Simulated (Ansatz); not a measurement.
# AlN (F-43m):Sb_N, thermodynamic levels from a 54-atom cell, part 2 of 2

Wanted: the transition levels of a substitutional impurity in AlN (F-43m), from a cell of 54 host atoms with 1 N taken out and 1 Sb put in.

Ansatz; place-levels on r2SCAN runs: charge-transition levels and formation energies with image-charge correction and potential alignment at the atomic sites; PAW set soft_1.

So far: The structure; The runs of each charge state; Placing the levels, r2SCAN.

## Step 3: Placing the levels, r2SCAN (continued)

Levels between the charges placed, in eV above the valence top:

```csv
,gap (eV),(+1/0),(0/−1)
r2SCAN,3.92,1.64,4.08
```

Corrections by state:

| charge | moment (μB) | image terms and alignment (eV) | band filling (eV) | ε used | over the lowest of its charge, as the program ranks them, band filling apart (eV) |
| --- | --- | --- | --- | --- | --- |
| +1 | 1.0 | 0.759 | - | 8.51 | 0.000 |
| 0 | 0.0 | 0.000 | - | - | 0.000 |
| −1 | 1.0 | -0.294 | - | 8.51 | 0.000 |

The charged structures listed were also run neutral, and place-levels reads from each pair, by the potential or the spins, how wide the charge is by which they differ; that can be the carrier of either run.

```
charge  rms radius (Å)  spread where it is widest against the cell (Å)  wide from (Å)  reading
    +1             2.0                                            1.42           1.31     wide
    −1             2.2                                            1.25           1.31   narrow
```

The neutral runs of these pairs need not share the spin of the lowest neutral state, and very wide values only mean spread over the cell.

From the program's caveats on the states, each cut to its opening words:

- charge +1 (1 μB): it parts from the run at its places by a charge that spreads by about 1.4 Å along one vector (1.3 Å or more is wide), by its potential at epsilon 4.64, taken [...]
- charge +1 (1 μB): its alignment with the host at atomic sites is doubtful: the mean over the far sites moves by +0.0635 eV from their farther parts to their nearer, more than [...]
- charge +1 (1 μB): the host's ions (past the first shell or, of a walk that freed a part, those that it held) aren't shown at rest: they stand up to 0.096 Å off their sites, 2.83 [...]
- charge +1 (1 μB), −1 (1 μB): flagged: stability check not made
- charge 0: its alignment with the host at atomic sites is doubtful: the mean over the far sites moves by +0.2277 eV from their farther parts to their nearer, more than [...]
- charge −1 (1 μB): its alignment with the host at atomic sites is doubtful: the mean over the far sites moves by +0.2696 eV from their farther parts to their nearer, more than [...]

The host's formation energy from the elements is -1.603 eV per atom; it sets how far the chemical potentials can move.

Limit set by the element alone; other compounds of these elements are not counted. Chemical potentials from the elements' reference states: Al 0.00 eV, N -3.21 eV, Sb 0.00 eV. Formation energies (Al-rich), with the Fermi level at the valence top and at the conduction bottom (gap 3.92 eV):

```
charge  at valence top (eV)  at conduction bottom (eV)  correction included (eV)
    +1                 5.97                       9.89                      0.76
     0                 7.61                       7.61                      0.00
    −1                11.69                       7.77                     -0.29
```

```json
{"Fermi level (eV)": "0.00", "lowest formation energy (eV)": "5.97"}
{"Fermi level (eV)": "0.36", "lowest formation energy (eV)": "6.33"}
{"Fermi level (eV)": "0.71", "lowest formation energy (eV)": "6.68"}
{"Fermi level (eV)": "1.07", "lowest formation energy (eV)": "7.04"}
{"Fermi level (eV)": "1.42", "lowest formation energy (eV)": "7.40"}
{"Fermi level (eV)": "1.78", "lowest formation energy (eV)": "7.61"}
{"Fermi level (eV)": "2.14", "lowest formation energy (eV)": "7.61"}
{"Fermi level (eV)": "2.49", "lowest formation energy (eV)": "7.61"}
{"Fermi level (eV)": "2.85", "lowest formation energy (eV)": "7.61"}
{"Fermi level (eV)": "3.21", "lowest formation energy (eV)": "7.61"}
{"Fermi level (eV)": "3.56", "lowest formation energy (eV)": "7.61"}
{"Fermi level (eV)": "3.92", "lowest formation energy (eV)": "7.61"}
```

Limit set by the element alone; other compounds of these elements are not counted. Chemical potentials from the elements' reference states: N 0.00 eV, Al -3.21 eV, Sb 0.00 eV. Formation energies (N-rich), with the Fermi level at the valence top and at the conduction bottom (gap 3.92 eV):

| charge | at valence top (eV) | at conduction bottom (eV) | correction included (eV) |
| --- | --- | --- | --- |
| +1 | 9.18 | 13.10 | 0.76 |
| 0 | 10.81 | 10.81 | 0.00 |
| −1 | 14.89 | 10.97 | -0.29 |

Fermi level (eV), lowest formation energy (eV) and a bar from the least value:
```
     0.00       9.18 
     0.36       9.53 #######
     0.71       9.89 #############
     1.07      10.25 ####################
     1.42      10.60 ##########################
     1.78      10.81 ##############################
     2.14      10.81 ##############################
     2.49      10.81 ##############################
     2.85      10.81 ##############################
     3.21      10.81 ##############################
     3.56      10.81 ##############################
     3.92      10.81 ##############################
```

## Step 4: Effect of the sampling

The relaxations' own energies give the levels at their sampling, for comparison.

levels.relax_mesh.yaml

```yaml
host:
  run: host.relax.run
states: [qm1_M1.relax.run, q0.relax.run, qp1_M1.relax.run]
chemical_potentials:
  "N":
    energy: -384.814403
    dataset: "<sha256 of the dataset>"
  Sb:
    energy: -6499.197686
    dataset: <sha256 of the dataset>
```

Launch:

```console
> ansatz place-levels levels.relax_mesh.yaml -- --threads 4 --pin off --max-ram 7536MiB
```

What it wrote:

```text
(+1/0) 1.811 eV above the valence edge, 2.059 eV under the conduction edge
(0/-1) 4.008 eV above the valence edge, in the conduction band
formation energy of charge +1: +9.321 eV with the Fermi level at the valence edge
formation energy of charge 0: +11.131 eV with the Fermi level at the valence edge
formation energy of charge -1: +15.140 eV with the Fermi level at the valence edge
  edges by r2scan, gap 3.870 eV; the host is sampled to repeats of 9.27 Å
[... the lines on each state left out ...]
```

Wall time 0.09 s (4 threads of Arm Neoverse V2, shared host).

Levels between neighbouring charges, in eV above the valence top:

```csv
,gap (eV),(+1/0),(0/−1)
"one point at (¼, ¼, ¼)",3.87,1.81,4.01
a 2×2×2 shifted mesh,3.92,1.64,4.08
```

Going from one point at (¼, ¼, ¼) to a 2×2×2 shifted mesh moves the levels that carry no band-filling term by up to 0.18 eV and formation energies against the elements by up to 0.32 eV.

## Step 5: What came out

```
gap of the host                                                          : 3.92 eV (r2SCAN)
level (plus 1/0)                                                         : 1.64 eV above the valence top
level (0/minus 1)                                                        : 4.08 eV above the valence top, past the conduction bottom
lowest of the charges placed, just above the valence top (0.02 eV)       : +1
lowest of the charges placed, just below the conduction bottom (0.02 eV) : 0
lowest formation energy at mid-gap of the charges run, Al-rich           : 7.61 eV
lowest formation energy at mid-gap of the charges run, N-rich            : 10.81 eV
```

Of the charges placed (−1, 0 and +1), the lowest changes at 1.64 eV (+1/0) above the valence top, in a gap of 3.92 eV. Charges above +1 were not placed, so these runs say nothing of levels that involve them. States placed: +1 at 1 μB; 0 at 0 μB; −1 at 1 μB. Other spin states or structures, where not listed, weren't placed. Sb is taken at its element; compounds, which aren't counted here, bound the chemical potentials and would shift these formation energies. Going from one point at (¼, ¼, ¼) to a 2×2×2 shifted mesh moves the levels that carry no band-filling term by up to 0.18 eV and formation energies against the elements by up to 0.32 eV. The program doubts the alignment of potentials for at least one state, a sign that the cell is small. Keep in mind: r2SCAN makes the gap too small and tends to spread out bound carriers; where a gas molecule sets a chemical potential or the host's formation energy, its binding is uncorrected; spin–orbit coupling, which can matter with heavy atoms, is left out; force components of up to 0.47 eV/Å remain in a run at the final settings.

[Logs are printed without paths, hosts, clocks, repeated set-up lines and the standing remarks that a program may print on its own settings, such as how far it seeks lower states.]

[Hosts, paths, dates, database ids (printed as entryN), source tags and the programs' standing remarks are cut or masked in the printed files.]

[Where a table of states has a column of steps, it counts the stored structures, which are thinned; the runs took as many ionic steps or more.]

[A defect's name tells the site on which it was built; relaxed atoms can leave that site.]

[For some hosts the program warned that the k-mesh of the response run may be too coarse for force constants and the static dielectric constant; such warnings are not shown here.]
